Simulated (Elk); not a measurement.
## Cr: energy over the lowest against total spin moment, fitted and tested on a withheld row

System: Cr, 2 Cr in the cell, space group Im-3m. Cell as run: a = 2.969, b = 2.969, c = 2.969 Å, angles 90.0, 90.0, 90.0°, 2 atoms. From the study “E(M) of Cr”.

Method: LDA (Perdew-Wang); all-electron APW+lo (Elk 11.2.3 (patched build)). Settings shared by all rows: 8×8×8 k-mesh, RK_max 7, smearing width 0.0544228 eV. Only the total moment is held, so opposed site moments can hide at small totals; the field's energy is not in the curve.

Computed values, one withheld:

```tsv
total spin moment (μB a cell)	energy over the lowest (meV a cell)
0	0.0
0.14997	4.5
0.29996	20.7
0.44998	45.7
0.59996	77.7
0.74996	119.0
0.90003	?
1.05	226.0
1.2	286.7
```

Q: Fit the rows given and predict the energy over the lowest at total spin moment = 0.90003 μB a cell.

**Law.** Time reversal makes the energy at fixed moment even in the moment, so it is expanded as a Landau series in M². In symbols, E = c0 + c2 M² + c4 M⁴ + c6 M⁶, with energy over the lowest in meV a cell.

**Fit.** Least squares on 8 rows gives c0 = 0.25872, c2 = 221.709, c4 = -16.123 and c6 = 0.26918.

```tsv
total spin moment (μB a cell)	computed	fit	computed − fit
0	0.0	0.26	-0.26
0.14997	4.5	5.24	-0.74
0.29996	20.7	20.08	0.62
0.44998	45.7	44.49	1.21
0.59996	77.7	77.99	-0.29
0.74996	119.0	119.90	-0.90
1.05	226.0	225.46	0.54
1.2	286.7	286.89	-0.19
```

Its quadratic term is positive, which makes M = 0 a minimum of the fitted curve.

**Prediction.** At total spin moment = 0.90003 μB a cell the law predicts 169.42 meV a cell. The computed value is 169.6 meV a cell, 0.18 above the prediction (0.1 % of it). The row lies between fitted rows, so this is an interpolation. The miss is smaller than the rms residual of the fit, 0.68.

[Logs and program files are shortened in this print: banners, set-up blocks, solver, clock and traceback lines can be left out without a mark of their own.]

[Logs are printed without paths, hosts, clocks, repeated set-up lines and the standing remarks that a program may print on its own settings, such as how far it seeks lower states.]

[Hosts, paths, dates, database ids (printed as entryN), source tags and the programs' standing remarks are cut or masked in the printed files.]

[Where a cell is said to come from a database of computed structures, the database is the Materials Project.]
